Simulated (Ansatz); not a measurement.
# N on Mo(100): change of the work function, part 3 of 5

How does N on the hollow site change the work function of Mo(100) as the layer fills?

Ansatz 0.2.0; plane-wave DFT, PBEsol, Ansatz PAW (the session's first sound run).

So far, work function, upper face (eV): step 2 (the clean slab) 4.00; step 3 (46 atoms, coverage 0.111 ML, cell 3x3) 3.99.

### 4. Adsorbate added, k-mesh 5×5×1, coverage 0.25 ML

System of this step: Mo20N (N/Mo(100)). The cell holds 21 atoms: 20 Mo and 1 N. Cell: a = 6.300 Å, b = 6.300 Å, c = 24.553 Å, α = 90.0°, β = 90.0°, γ = 90.0°. Vacuum lies along c.

Another coverage, to see how the dipoles act on each other as their distance changes.

Contents of input.yaml:

```yaml
crystal:
  lattice:
    - [6.3, 0.0, 0.0]
    - [0.0, 6.3, 0.0]
    - [0.0, 0.0, 24.5534437742]
  atoms:
    - { symbol: Mo, position: [0.0, 0.0, 0.3665473602] }
    - { symbol: Mo, position: [0.25, 0.25, 0.4306931483] }
    - { symbol: Mo, position: [0.0, 0.0, 0.4921301245] }
    - { symbol: Mo, position: [0.25, 0.25, 0.5582348982] }
    - { symbol: Mo, position: [0.0, 0.0, 0.6130888975] }
    - { symbol: Mo, position: [0.0, 0.5, 0.3665473602] }
    - { symbol: Mo, position: [0.25, 0.75, 0.4306931483] }
    - { symbol: Mo, position: [0.0, 0.5, 0.4921301245] }
    - { symbol: Mo, position: [0.25, 0.75, 0.5582348982] }
    - { symbol: Mo, position: [0.0, 0.5, 0.6130888975] }
    - { symbol: Mo, position: [0.5, 0.0, 0.3665473602] }
    - { symbol: Mo, position: [0.75, 0.25, 0.4306931483] }
    - { symbol: Mo, position: [0.5, 0.0, 0.4921301245] }
    - { symbol: Mo, position: [0.75, 0.25, 0.5582348982] }
    - { symbol: Mo, position: [0.5, 0.0, 0.6130888975] }
    - { symbol: Mo, position: [0.5, 0.5, 0.3665473602] }
    - { symbol: Mo, position: [0.75, 0.75, 0.4306931483] }
    - { symbol: Mo, position: [0.5, 0.5, 0.4921301245] }
    - { symbol: Mo, position: [0.75, 0.75, 0.5582348982] }
    - { symbol: Mo, position: [0.5, 0.5, 0.6130888975] }
    - { symbol: "N", position: [0.25, 0.25, 0.6334526398] }
kpoints:
  mp_grid: { grid: [5, 5, 1] }
hamiltonian:
  xc: pbesol
scf:
  occupations: { method: fermi_dirac, width: 0.1 }
  convergence: { dr2_threshold: 1.0e-08 }
efield:
  axis: 3
  dipole_correction: true
  ramp_position: 0.97
  ramp_width: 0.06
relax:
  f_tol: 0.02
  max_steps: 60
  constraints: [{ sites: [0, 1, 5, 6, 10, 11, 15, 16] }]
output:
  bader: true
  dos: { projected: true, e_range: [-8, 4] }
  write_potential: true
  write_density: true
  volumetric_format: npy
  elf: true
```

Launch:

```console
$ ansatz run input.yaml --threads 4 --pin off --max-ram 12288MiB --backend cpu --events-out ev --progress --plain --runs-dir out
```

Numbers of over 12 decimals in the logs are rounded to 6 here.

The program printed:

```text
[...]
Crystal: 21 atoms, lattice volume = 974.526 Å³
Basis set: ecut = 420 eV, 19079 PW (Γ), exchange–correlation on 90×90×360 points (8 copies of the dense FFT grid, shifted against one another)
Bands: 171, of which v1, the nominal top of the filled ones, is band 143 counted from 1 (142 counted from 0)
Symmetry: 8 space group operations
[...]
k-points: 6 of 25
[...]
SCF iter   1: F=—  HF=-98311.466529 eV  |F-HF|=—  |Δ(HF+E_count)|=         —  Δρ=9.24e-3  dr2=5.28e0  ethr=1.77e-3  p=-0.011 e·Å  D=-1.97e-3 V/Å  ΔV_dip=0.05 eV  dr2_dipole=1.01e0  V_vac-E_F(+/−)=4.10/4.05 eV  ⟨swp⟩=9.8  Hψ=5435  notcnv=0
[...]
SCF iter  11: F=-98311.267111 eV  HF=-98311.267111 eV  |F-HF|=5.31e-9  |Δ(HF+E_count)|=   3.59e-8  Δρ=5.08e-7  dr2=5.19e-9  ethr=3.51e-12  p=0.015 e·Å  D=2.76e-3 V/Å  ΔV_dip=-0.07 eV  dr2_dipole=1.01e-11  V_vac-E_F(+/−)=4.02/4.09 eV  ⟨swp⟩=12.2  Hψ=7636  notcnv=0
SCF 1 converged in 11 iterations: F = -98311.267111 eV  dr2 = 5.19e-9
[...]
relax step   1: F+E_penalty+E_count = -98311.26711059 eV  Δ(F+E_penalty+E_count) = +0.000e0 eV  max|allowed force component| = 5.444e0 eV/Å  Δτ_max = 0.0000 Å  (11 SCF iters, accepted)
[...]
SCF iter  11: F=-98311.758059 eV  HF=-98311.758059 eV  |F-HF|=1.43e-9  |Δ(HF+E_count)|=   1.16e-8  Δρ=3.80e-7  dr2=2.96e-9  ethr=3.51e-12  p=0.028 e·Å  D=5.27e-3 V/Å  ΔV_dip=-0.13 eV  dr2_dipole=7.61e-12  V_vac-E_F(+/−)=3.96/4.09 eV  ⟨swp⟩=12.0  Hψ=7207  notcnv=0
SCF 2 converged in 11 iterations: F = -98311.758059 eV  dr2 = 2.96e-9
[...]
relax step   2: F+E_penalty+E_count = -98311.75805923 eV  Δ(F+E_penalty+E_count) = -4.909e-1 eV  max|allowed force component| = 1.726e0 eV/Å  Δτ_max = 0.1725 Å  (11 SCF iters, accepted)
[...]
SCF iter  12: F=-98312.056596 eV  HF=-98312.056596 eV  |F-HF|=1.16e-9  |Δ(HF+E_count)|=   1.01e-8  Δρ=2.07e-7  dr2=9.27e-10  ethr=3.51e-12  p=0.017 e·Å  D=3.16e-3 V/Å  ΔV_dip=-0.08 eV  dr2_dipole=4.23e-13  V_vac-E_F(+/−)=4.01/4.08 eV  ⟨swp⟩=10.2  Hψ=6802  notcnv=0
SCF 3 converged in 12 iterations: F = -98312.056596 eV  dr2 = 9.27e-10
relax step   3: F+E_penalty+E_count = -98312.05659608 eV  Δ(F+E_penalty+E_count) = -2.985e-1 eV  max|allowed force component| = 6.411e-1 eV/Å  Δτ_max = 0.1082 Å  (12 SCF iters, accepted)
[...]
relax step   4: F+E_penalty+E_count = -98312.11755428 eV  Δ(F+E_penalty+E_count) = -6.096e-2 eV  max|allowed force component| = 2.968e-1 eV/Å  Δτ_max = 0.0868 Å  (10 SCF iters, accepted)
[...]
relax step   5: F+E_penalty+E_count = -98312.13360331 eV  Δ(F+E_penalty+E_count) = -1.605e-2 eV  max|allowed force component| = 1.836e-1 eV/Å  Δτ_max = 0.0329 Å  (10 SCF iters, accepted)
[...]
relax step   6: F+E_penalty+E_count = -98312.13556964 eV  Δ(F+E_penalty+E_count) = -1.966e-3 eV  max|allowed force component| = 6.265e-2 eV/Å  Δτ_max = 0.0100 Å  (8 SCF iters, accepted)
SCF iter   1: F=—  HF=-98312.136242 eV  |F-HF|=—  |Δ(HF+E_count)|=         —  Δρ=1.20e-4  dr2=1.75e-4  ethr=1.06e-6  p=0.011 e·Å  D=2.00e-3 V/Å  ΔV_dip=-0.05 eV  dr2_dipole=1.12e-5  V_vac-E_F(+/−)=4.04/4.08 eV  ⟨swp⟩=2.0  Hψ=1605  notcnv=0
[...]
SCF iter   6: F=-98312.135691 eV  HF=-98312.135691 eV  |F-HF|=1.59e-9  |Δ(HF+E_count)|=   1.79e-8  Δρ=4.18e-7  dr2=3.73e-9  ethr=3.51e-12  p=0.011 e·Å  D=1.95e-3 V/Å  ΔV_dip=-0.05 eV  dr2_dipole=2.07e-10  V_vac-E_F(+/−)=4.04/4.08 eV  ⟨swp⟩=10.2  Hψ=7310  notcnv=0
SCF 7 converged in 6 iterations: F = -98312.135691 eV  dr2 = 3.73e-9
relax step   7: F+E_penalty+E_count = -98312.13569143 eV  Δ(F+E_penalty+E_count) = -1.218e-4 eV  max|allowed force component| = 6.612e-3 eV/Å  Δτ_max = 0.0023 Å  (6 SCF iters, accepted)
[...]
SCF converged after 6 iterations
Free energy (F): -98312.135691 eV
[...]
Internal energy: -98311.371242 eV  (E = F + TS)
E sigma→0 (E₀):  -98311.753467 eV
Entropy (-TS):   -0.764449 eV (-36.402 meV/atom)
Fermi energy:    4.123696 eV
Dipole field:    D = 0.001946 V/Å  (p = 0.010481 e·Å, saw-weighted, corrected)
Work function:   Φ+ = 4.0363 eV   Φ− = 4.0840 eV
[...]
--- Forces (eV/Å), atoms counted from 1 ---
  atom   1  Mo     0.04191042     0.04191042     1.47490832
  atom   2  Mo    -0.00000000     0.00000000    -1.63174571
  atom   3  Mo     0.00143501     0.00143501    -0.00014657
  atom   4  Mo    -0.00000000     0.00000000     0.00464214
  atom   5  Mo     0.00110912     0.00110912    -0.00071470
  atom   6  Mo     0.04191042    -0.04191042     1.47490832
  atom   7  Mo     0.00000000     0.00000000    -1.26298657
  atom   8  Mo     0.00143501    -0.00143501    -0.00014657
  atom   9  Mo     0.00000000     0.00000000     0.00410164
  atom  10  Mo     0.00110912    -0.00110912    -0.00071470
  atom  11  Mo    -0.04191042     0.04191042     1.47490832
  atom  12  Mo    -0.00000000     0.00000000    -1.26298657
  atom  13  Mo    -0.00143501     0.00143501    -0.00014657
  atom  14  Mo     0.00000000     0.00000000     0.00410164
  atom  15  Mo    -0.00110912     0.00110912    -0.00071470
  atom  16  Mo    -0.04191042    -0.04191042     1.47490832
  atom  17  Mo     0.00000000     0.00000000    -1.74480400
  atom  18  Mo    -0.00143501    -0.00143501    -0.00014657
  atom  19  Mo     0.00000000     0.00000000     0.00010592
  atom  20  Mo    -0.00110912    -0.00110912    -0.00071470
  atom  21  N      0.00000000     0.00000000    -0.00661221
  max |Σ_I F_I| component: 4.48e-6 eV/Å
--- Band table (eV; the first three rows and the last of 6) ---
  k-point 0: bands = [... 139 lower, 3.9444, 3.9444, 4.0559, 4.0962, 4.4247, 4.4347, 4.4347, 4.8739, ... 24 higher]
  k-point 1: bands = [... 139 lower, 3.9992, 4.0952, 4.1341, 4.2358, 4.3775, 4.3964, 4.5024, 4.5349, ... 24 higher]
  k-point 2: bands = [... 139 lower, 3.9011, 4.0100, 4.1752, 4.3038, 4.3333, 4.4580, 4.5273, 4.5515, ... 24 higher]
  k-point 5: bands = [... 139 lower, 3.8128, 3.8352, 3.9421, 3.9725, 4.0704, 4.0780, 4.0977, 4.1539, ... 24 higher]
--- Relaxed structure (7 steps of the walk, 7 accepted, 0 SCFs on fresh bases) ---
  F+E_penalty+E_count = -98312.13569143 eV   max|allowed force component| = 6.612e-3 eV/Å
  atoms:
    - { symbol: Mo, position: [0.0, 0.0, 0.3665473602] }
    - { symbol: Mo, position: [0.250000, 0.250000, 0.4306931483] }
    - { symbol: Mo, position: [-0.00368721, -0.00368721, 0.492669] }
    - { symbol: Mo, position: [0.250000, 0.250000, 0.551552] }
    - { symbol: Mo, position: [0.013991, 0.013991, 0.616314] }
    - { symbol: Mo, position: [0.0, 0.500000, 0.3665473602] }
    - { symbol: Mo, position: [0.250000, 0.750000, 0.4306931483] }
    - { symbol: Mo, position: [-0.00368721, 0.503687, 0.492669] }
    - { symbol: Mo, position: [0.250000, 0.750000, 0.559185] }
    - { symbol: Mo, position: [0.013991, 0.486009, 0.616314] }
    - { symbol: Mo, position: [0.500000, 0.0, 0.3665473602] }
    - { symbol: Mo, position: [0.750000, 0.250000, 0.4306931483] }
    - { symbol: Mo, position: [0.503687, -0.00368721, 0.492669] }
    - { symbol: Mo, position: [0.750000, 0.250000, 0.559185] }
    - { symbol: Mo, position: [0.486009, 0.013991, 0.616314] }
    - { symbol: Mo, position: [0.500000, 0.500000, 0.3665473602] }
    - { symbol: Mo, position: [0.750000, 0.750000, 0.4306931483] }
    - { symbol: Mo, position: [0.503687, 0.503687, 0.492669] }
    - { symbol: Mo, position: [0.750000, 0.750000, 0.559102] }
    - { symbol: Mo, position: [0.486009, 0.486009, 0.616314] }
    - { symbol: N, position: [0.250000, 0.250000, 0.637161] }
--- Bader charges: 21 sites ---
  site symbol  charge [e]  shift [e]
     0     Mo     -0.0702     0.0000
     1     Mo      0.0445     0.0000
     2     Mo      0.0654     0.0000
     3     Mo      0.2993     0.0001
     4     Mo      0.2222     0.0000
     5     Mo     -0.0703     0.0000
     6     Mo      0.0355     0.0000
     7     Mo      0.0654     0.0000
     8     Mo      0.0740     0.0001
     9     Mo      0.2221     0.0000
    10     Mo     -0.0702     0.0000
    11     Mo      0.0355     0.0000
    12     Mo      0.0654     0.0000
    13     Mo      0.0740     0.0001
    14     Mo      0.2221     0.0000
    15     Mo     -0.0702     0.0000
    16     Mo      0.0482     0.0000
    17     Mo      0.0654     0.0000
    18     Mo     -0.1254     0.0001
    19     Mo      0.2221     0.0000
    20      N     -1.3550     0.0000
  estimated error of the sums over rays = 5.7e-4 e
```

Wall time 4.8 min (4 threads of Arm Neoverse V2, shared host); peak memory 3.6 GiB.

Step by step:

| step | energy less that of the first step (eV) | largest force component (eV/Å) |
| --- | --- | --- |
| 1 | 0.0000 | 5.4445 |
| 2 | -0.4909 | 1.7262 |
| 3 | -0.7895 | 0.6411 |
| 4 | -0.8504 | 0.2968 |
| 5 | -0.8665 | 0.1836 |
| 6 | -0.8685 | 0.0627 |
| 7 | -0.8686 | 0.0066 |

Forces are held to the 8 operations that the run works with; a distortion that breaks them can't arise in this run.

The atoms that moved most (Å):

| atom | dx | dy | dz | length |
| --- | --- | --- | --- | --- |
| Mo4 | 0.000 | 0.000 | -0.164 | 0.164 |
| Mo15 | -0.088 | 0.088 | 0.079 | 0.148 |
| Mo5 | 0.088 | 0.088 | 0.079 | 0.148 |
| Mo10 | 0.088 | -0.088 | 0.079 | 0.148 |
| Mo20 | -0.088 | -0.088 | 0.079 | 0.148 |
| N21 | 0.000 | 0.000 | 0.091 | 0.091 |
| Mo3 | -0.023 | -0.023 | 0.013 | 0.035 |
| Mo13 | 0.023 | -0.023 | 0.013 | 0.035 |

Final coordinates:

```xyz
21
Lattice="6.3000 0.0000 0.0000 0.0000 6.3000 0.0000 0.0000 0.0000 24.5534" Properties=species:S:1:pos:R:3
Mo    0.0000    0.0000    9.0000
Mo    1.5750    1.5750   10.5750
Mo   -0.0232   -0.0232   12.0967
Mo    1.5750    1.5750   13.5425
Mo    0.0881    0.0881   15.1326
Mo    0.0000    3.1500    9.0000
Mo    1.5750    4.7250   10.5750
Mo   -0.0232    3.1732   12.0967
Mo    1.5750    4.7250   13.7299
Mo    0.0881    3.0619   15.1326
Mo    3.1500    0.0000    9.0000
Mo    4.7250    1.5750   10.5750
Mo    3.1732   -0.0232   12.0967
Mo    4.7250    1.5750   13.7299
Mo    3.0619    0.0881   15.1326
Mo    3.1500    3.1500    9.0000
Mo    4.7250    4.7250   10.5750
Mo    3.1732    3.1732   12.0967
Mo    4.7250    4.7250   13.7279
Mo    3.0619    3.0619   15.1326
N     1.5750    1.5750   15.6445
```

Numbers from this step:

- energy at zero smearing: -98311.7535 eV
- work function, upper face: 4.036 eV
- work function, lower face: 4.084 eV
- dipole along the normal: 0.01048 e·Å
- step between the vacuum levels: -0.04778 eV

The density of states has structure finer than the step of the table below, so its rows give means over 0.25 eV, whole bins alone (the curve runs from -8 to 1.59 eV). Peaks (eV: height): -3.190: 49.9, -2.650: 45.9, -0.960: 46.4, 0.690: 47.6, 0.990: 55.8, 1.230: 49.7, 1.470: 55.1.

Density of states against energy, zero at the Fermi level; means over each step:

| energy (eV) | density of states (states/eV a cell) |
| --- | --- |
| -6.75 | 0 |
| -6.50 | 0.756 |
| -6.25 | 2.24 |
| -6.00 | 8.02 |
| -5.75 | 9.98 |
| -5.50 | 2.63 |
| -5.25 | 7.71 |
| -5.00 | 8.79 |
| -4.75 | 17.9 |
| -4.50 | 20.1 |
| -4.25 | 18.8 |
| -4.00 | 14.0 |
| -3.75 | 20.4 |
| -3.50 | 26.9 |
| -3.25 | 32.2 |
| -3.00 | 28.3 |
| -2.75 | 33.4 |
| -2.50 | 23.1 |
| -2.25 | 24.4 |
| -2.00 | 23.6 |
| -1.75 | 26.2 |
| -1.50 | 27.8 |
| -1.25 | 22.4 |
| -1.00 | 23.3 |
| -0.75 | 24.5 |
| -0.50 | 18.8 |
| -0.25 | 16.3 |
| 0.00 | 28.4 |
| 0.25 | 21.3 |
| 0.50 | 17.0 |
| 0.75 | 21.2 |
| 1.00 | 32.7 |
| 1.25 | 31.1 |

Projected DOS per atom over height of the atomic layer and energy from the Fermi level. Layers: Mo4 Mo4 Mo4 Mo4 Mo4 N from below.

Values in states/eV, 22 rows by 6 columns, each cell a mean:
```
2.24 1.68 1.57 1.64 1.84 0.24
1.63 1.12 1.21 1.00 1.33 0.24
1.39 0.68 1.08 0.62 1.28 0.21
2.53 0.52 0.80 0.48 1.54 0.22
1.80 0.41 0.37 0.42 1.20 0.19
1.82 0.78 0.47 0.80 1.48 0.19
1.43 0.84 0.82 0.83 1.47 0.25
1.34 1.11 1.27 1.17 1.27 0.27
1.46 1.32 1.05 1.16 1.15 0.22
1.23 1.50 1.03 1.25 1.04 0.35
0.98 1.80 1.56 2.10 1.51 0.35
1.28 1.82 1.67 1.40 0.80 0.29
0.46 0.99 1.13 0.87 0.50 0.33
0.39 1.21 1.61 1.17 0.47 0.27
0.34 1.03 1.32 1.02 0.39 0.29
0.06 0.25 0.46 0.50 0.34 1.50
0.04 0.13 0.20 0.29 0.40 2.41
0.02 0.08 0.13 0.27 0.47 2.37
0.02 0.05 0.08 0.06 0.02 0.05
0.00 0.00 0.00 0.00 0.00 0.00
0.00 0.00 0.00 0.00 0.00 0.00
0.00 0.00 0.00 0.00 0.00 0.00
```
Columns: height of the atomic layer (Å) from 9 to 15.6 (not evenly spaced); rows upwards: energy from the Fermi level (eV) from -7.96 to 1.54.

Electrostatic potential energy in the ca plane at fractional y = 0.250, with atoms of Mo and N within 0.2 Å of it. With pseudopotentials it is smooth inside the atoms' cores, unlike the true potential.

Values in eV, 9 rows by 16 columns, each cell a mean:
```
  7   6   2  -5   4   3  -5   3   6   8   8   8   8   8   8   8
  8   7 -21 -52  -2 -12 -55  -8   8   8   8   8   8   8   8   8
  8   7 -26 -60  -4 -16 -63 -11   8   8   8   8   8   8   8   8
  8   6  -1 -12   4   1 -14   2   6   8   8   8   8   8   8   8
  7   5   5   3   5   5   3   4   5   8   8   8   8   8   8   8
  8   7  -7 -27   2  -9 -26   0  -5   8   8   8   8   8   8   8
  8   7 -30 -64  -6 -32 -63 -15 -50   6   8   8   8   8   8   8
  8   7 -13 -39   0 -15 -38  -3 -14   7   8   8   8   8   8   8
  7   5   4   1   5   4   1   3   5   8   8   8   8   8   8   8
```
Columns run along c (16.0 Å, from fractional 0.30 to 0.95 of the cell; values clipped at the 3rd and 97th percentile), rows up along a (6.3 Å). Atoms in or near the plane, at fractional coordinates: Mo at (0.43, 0.25), Mo at (0.55, 0.25), Mo at (0.43, 0.75), Mo at (0.56, 0.75), N at (0.64, 0.25).

ELF in the ca plane at fractional y = 0.250, with atoms of Mo and N within 0.2 Å of it. It is the smooth field of the valence electrons, not physical close to the nuclei.

Values, 9 rows by 16 columns, each cell a mean:
```
0.30 0.38 0.33 0.25 0.40 0.35 0.25 0.40 0.35 0.18 0.04 0.01 0.00 0.00 0.00 0.00
0.28 0.38 0.41 0.61 0.31 0.35 0.63 0.33 0.38 0.21 0.07 0.01 0.00 0.00 0.00 0.00
0.28 0.37 0.43 0.61 0.29 0.36 0.62 0.32 0.37 0.21 0.07 0.01 0.00 0.00 0.00 0.00
0.29 0.39 0.32 0.30 0.38 0.33 0.30 0.39 0.37 0.19 0.05 0.01 0.00 0.00 0.00 0.00
0.31 0.36 0.38 0.30 0.42 0.40 0.30 0.34 0.30 0.16 0.02 0.00 0.00 0.00 0.00 0.00
0.28 0.39 0.34 0.42 0.37 0.35 0.41 0.36 0.68 0.39 0.03 0.00 0.00 0.00 0.00 0.00
0.28 0.35 0.44 0.59 0.29 0.45 0.58 0.48 0.49 0.59 0.05 0.00 0.00 0.00 0.00 0.00
0.27 0.38 0.37 0.53 0.35 0.38 0.52 0.40 0.72 0.46 0.03 0.00 0.00 0.00 0.00 0.00
0.31 0.36 0.36 0.27 0.42 0.38 0.28 0.31 0.34 0.18 0.02 0.00 0.00 0.00 0.00 0.00
```
Columns run along c (16.0 Å, from fractional 0.30 to 0.95 of the cell), rows up along a (6.3 Å). Atoms in or near the plane, at fractional coordinates: Mo at (0.43, 0.25), Mo at (0.55, 0.25), Mo at (0.43, 0.75), Mo at (0.56, 0.75), N at (0.64, 0.25).

Valence density in the ca plane at fractional y = 0.250, with atoms of Mo and N within 0.2 Å of it. It is the smooth field of the valence electrons, not physical close to the nuclei.

Values in e/Å³, 9 rows by 16 columns, each cell a mean:
```
0.1 0.2 0.3 0.5 0.3 0.3 0.5 0.3 0.1 0.0 0.0 0.0 0.0 0.0 0.0 0.0
0.0 0.1 1.6 4.1 0.4 1.0 4.4 0.7 0.1 0.0 0.0 0.0 0.0 0.0 0.0 0.0
0.0 0.1 1.9 4.9 0.5 1.2 5.3 0.8 0.1 0.0 0.0 0.0 0.0 0.0 0.0 0.0
0.1 0.2 0.5 0.9 0.3 0.4 0.9 0.4 0.1 0.0 0.0 0.0 0.0 0.0 0.0 0.0
0.1 0.2 0.3 0.3 0.3 0.3 0.3 0.3 0.2 0.0 0.0 0.0 0.0 0.0 0.0 0.0
0.0 0.2 0.7 1.8 0.3 0.8 1.8 0.5 0.9 0.1 0.0 0.0 0.0 0.0 0.0 0.0
0.0 0.1 2.2 5.6 0.6 2.4 5.5 1.2 2.9 0.3 0.0 0.0 0.0 0.0 0.0 0.0
0.0 0.2 1.1 2.8 0.4 1.1 2.7 0.6 1.3 0.1 0.0 0.0 0.0 0.0 0.0 0.0
0.1 0.2 0.3 0.3 0.3 0.3 0.3 0.3 0.2 0.0 0.0 0.0 0.0 0.0 0.0 0.0
```
Columns run along c (16.0 Å, from fractional 0.30 to 0.95 of the cell), rows up along a (6.3 Å). Atoms in or near the plane, at fractional coordinates: Mo at (0.43, 0.25), Mo at (0.55, 0.25), Mo at (0.43, 0.75), Mo at (0.56, 0.75), N at (0.64, 0.25).

The relaxation took 7 steps and lowered the energy by 0.87 eV; the largest force on the free atoms ends at 0.0066 eV/Å.

By hand: a sheet of dipoles makes a step −p/(ε₀A) in the electron's potential. With e/ε₀ = 180.95 V·Å, p = 0.01048 e·Å and A = 39.69 Å², that is −180.95 × (0.01048) / 39.69 = -0.048 eV, and the two vacuum levels of the run differ by -0.048 eV.

The covered face has 4.04 eV, +0.03 eV against the clean one; the bare back face has moved by -0.01 eV, a measure of how thin the slab is.

### 5. Adsorbate added, k-mesh 5×5×1, coverage 0.5 ML

System of this step: Mo10N (N/Mo(100)). The cell holds 22 atoms: 20 Mo and 2 N. Its edges and angles: a = 6.300 Å, b = 6.300 Å, c = 24.553 Å, α = 90.0°, β = 90.0°, γ = 90.0°. Vacuum lies along c.

Another coverage, to see how the dipoles act on each other as their distance changes.

input.yaml, as its differences from that of step 4:

```diff
@@ -27,2 +27,3 @@
     - { symbol: "N", position: [0.25, 0.25, 0.6334526398] }
+    - { symbol: "N", position: [0.75, 0.75, 0.6334526398] }
 kpoints:
@@ -49,2 +50 @@
   volumetric_format: npy
-  elf: true
```

The program printed:

```text
[...]
Crystal: 22 atoms, lattice volume = 974.526 Å³
Basis set: ecut = 420 eV, 19079 PW (Γ), exchange–correlation on 90×90×360 points (8 copies of the dense FFT grid, shifted against one another)
Bands: 174, of which v1, the nominal top of the filled ones, is band 145 counted from 1 (144 counted from 0)
Symmetry: 16 space group operations
[...]
2     Mo      0.0544     0.0000
     3     Mo      0.3056     0.0005
     4     Mo      0.4739     0.0003
     5     Mo     -0.0741     0.0000
     6     Mo      0.0445     0.0000
     7     Mo      0.0543     0.0000
[...]
18     Mo      0.3055     0.0005
    19     Mo      0.4739     0.0003
    20      N     -1.4163     0.0001
    21      N     -1.4163     0.0001
  estimated error of the sums over rays = 9.3e-4 e
[key lines of the parts left out:]
SCF converged after 8 iterations
Free energy (F): -98693.357419 eV
Fermi energy:    4.370404 eV
Dipole field:    D = 0.016904 V/Å  (p = 0.091036 e·Å, saw-weighted, corrected)
Work function:   Φ+ = 3.6553 eV   Φ− = 4.0704 eV
```

Elapsed: 3.6 min, on 4 threads; peak memory 3.7 GiB.

Step by step:

| step | energy less that of the first step (eV) | largest force component (eV/Å) |
| --- | --- | --- |
| 1 | 0.0000 | 6.2704 |
| 2 | -1.4977 | 1.5165 |
| 3 | -1.7495 | 0.6511 |
| 4 | -1.7757 | 0.2263 |
| 5 | -1.7792 | 0.0117 |

Forces are held to the 16 operations that the run works with; a distortion that breaks them can't arise in this run.

The atoms that moved most (Å):

| atom | dx | dy | dz | length |
| --- | --- | --- | --- | --- |
| Mo5 | 0.000 | 0.000 | 0.178 | 0.178 |
| Mo10 | 0.000 | 0.000 | 0.178 | 0.178 |
| Mo15 | 0.000 | 0.000 | 0.178 | 0.178 |
| Mo20 | 0.000 | 0.000 | 0.178 | 0.178 |
| Mo19 | 0.000 | 0.000 | -0.122 | 0.122 |
| Mo4 | 0.000 | 0.000 | -0.122 | 0.122 |
| N21 | 0.000 | 0.000 | 0.064 | 0.064 |
| N22 | 0.000 | 0.000 | 0.064 | 0.064 |

Final coordinates:

```xyz
22
Lattice="6.3000 0.0000 0.0000 0.0000 6.3000 0.0000 0.0000 0.0000 24.5534" Properties=species:S:1:pos:R:3
Mo    0.0000    0.0000    9.0000
Mo    1.5750    1.5750   10.5750
Mo    0.0000    0.0000   12.0974
Mo    1.5750    1.5750   13.5850
Mo    0.0000    0.0000   15.2315
Mo    0.0000    3.1500    9.0000
Mo    1.5750    4.7250   10.5750
Mo    0.0000    3.1500   12.0974
Mo    1.5750    4.7250   13.7377
Mo    0.0000    3.1500   15.2315
Mo    3.1500    0.0000    9.0000
Mo    4.7250    1.5750   10.5750
Mo    3.1500    0.0000   12.0974
Mo    4.7250    1.5750   13.7377
Mo    3.1500    0.0000   15.2315
Mo    3.1500    3.1500    9.0000
Mo    4.7250    4.7250   10.5750
Mo    3.1500    3.1500   12.0974
Mo    4.7250    4.7250   13.5850
Mo    3.1500    3.1500   15.2315
N     1.5750    1.5750   15.6170
N     4.7250    4.7250   15.6170
```

The relaxation took 5 steps and lowered the energy by 1.8 eV; the largest force on the free atoms ends at 0.012 eV/Å.

The covered face has 3.66 eV, -0.35 eV against the clean one; the bare back face has moved by -0.02 eV, a measure of how thin the slab is.

(Part 3 of 5 ends here.)

[Logs are printed without paths, hosts, clocks, repeated set-up lines and the standing remarks that a program may print on its own settings, such as how far it seeks lower states.]

[Hosts, paths, dates, database ids (printed as entryN), source tags and the programs' standing remarks are cut or masked in the printed files.]

[Maps of the electrostatic potential energy from Ansatz leave out the sawtooth potential of an applied field or a dipole correction, so their vacuum need not be flat; planar profiles and work functions include it.]

[The density of states shown here was stored with 400 of the rows of the run's finer table, so its peaks can read low, often by over a quarter, or be missed, and its means over a window can be off by a tenth or more.]
